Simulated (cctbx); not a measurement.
## Accept or mend?

Cell a = 13.9830 Å, b = 13.9830 Å, c = 4.5440 Å, α = 90.00°, β = 90.00°, γ = 90.00°; space group P4/mbm (no. 127). The compound is Sm5Ni4Sn10.

Simulated single-crystal data (cctbx): Mo Kα, λ = 0.71073 Å, to d = 0.75 Å, 50 % of the full sphere, strongest reflection 70000 counts, noise from counting, a 3 % proportional error and a noise floor of 4 counts (s.d.); no absorption.

An anisotropic refinement with weights 1/σ² prints:

```text
Rint 0.030, 655 unique reflections to 0.75 A
cycle     R1     wR2    GooF  max shift (A)
   1  0.0228  0.0585   2.492   0.00036
   2  0.0104  0.0243   1.036   0.00000
final R1 0.0104 wR2 0.0243 GooF 1.036  parameters 32  data/parameter 20.5
atom        x        y        z      Ueq    occ   su(xyz)  su(Uiso or U11)
Sm1    0.61179  0.88821  0.50000   0.0017  1.000  0.00001  0.0001
Sm2    0.82492  0.67508  0.50000   0.0053  1.000  0.00001  0.0001
Sm3    0.00000  0.00000  0.00000   0.0032  1.000  0.00000  0.0001
Sn1    0.99029  0.83711  0.50000   0.0052  1.000  0.00002  0.0001
Sn2    0.79838  0.84201  0.00000   0.0057  1.000  0.00002  0.0001
Sn3    0.93138  0.56862  0.00000   0.0045  1.000  0.00002  0.0001
Ni1    0.97226  0.75503  0.00000   0.0031  1.000  0.00003  0.0002
difference map: max 1.12 min -1.03 rms 0.20
Q1    0.0317  0.5317  0.0000    4    1.14  1.50 A from Sn3
Q2    0.2122  0.2878  0.0767    8    0.79  1.85 A from Sn2
Q3    0.0023  0.0519  0.0000    8    0.76  0.73 A from Sm3
Q4    0.0305  0.2772  0.0000    8    0.72  0.45 A from Ni1
Q5    0.0764  0.3563  0.5000    8    0.72  1.45 A from Sm2
Q6    0.9991  0.4549  0.5000    8    0.69  1.81 A from Sm1
```

**Question.** Can this result stand? If not, what is the likely fault?

It can stand. The set-up had a fault (anomalous dispersion left out), but the figures of merit move little: R1 = 0.0104, wR2 = 0.0243, GooF = 1.04 against R1 = 0.0094, wR2 = 0.0223, GooF = 0.95 for the right model.

The compound is Sm5Ni4Sn10. The right model at the same level gives:

```text
Rint 0.030, 655 unique reflections to 0.75 A
cycle     R1     wR2    GooF  max shift (A)
   1  0.0159  0.0408   1.737   0.00032
   2  0.0094  0.0223   0.948   0.00000
final R1 0.0094 wR2 0.0223 GooF 0.948  parameters 32  data/parameter 20.5
atom        x        y        z      Ueq    occ   su(xyz)  su(Uiso or U11)
Sm1    0.61179  0.88821  0.50000   0.0018  1.000  0.00001  0.0001
Sm2    0.82492  0.67508  0.50000   0.0054  1.000  0.00001  0.0001
Sm3    0.00000  0.00000  0.00000   0.0033  1.000  0.00000  0.0001
Sn1    0.99029  0.83711  0.50000   0.0043  1.000  0.00002  0.0001
Sn2    0.79837  0.84201  0.00000   0.0048  1.000  0.00002  0.0001
Sn3    0.93138  0.56862  0.00000   0.0035  1.000  0.00002  0.0001
Ni1    0.97227  0.75503  0.00000   0.0049  1.000  0.00003  0.0002
difference map: max 1.04 min -0.82 rms 0.18
Q1    0.0357  0.5357  0.0000    4    1.04  1.53 A from Sn3
Q2    0.2123  0.2877  0.0777    8    0.70  1.85 A from Sn2
Q3    0.0495  0.1380  0.5000    8    0.69  0.66 A from Sn1
Q4    0.0754  0.3628  0.5000    8    0.68  1.49 A from Sm2
Q5    0.0000  0.0000  0.5000    2    0.67  2.27 A from Sm3
Q6    0.2085  0.7085  0.0000    4    0.67  1.44 A from Sn2
```

The model was made for the exercise: a known structure type with other elements put in, its volume estimated, not relaxed; displacement parameters are assumed.

[Middle refinement cycles are left out of these outputs.]

[Logs are printed without paths, hosts, clocks, repeated set-up lines and the standing remarks that a program may print on its own settings, such as how far it seeks lower states.]
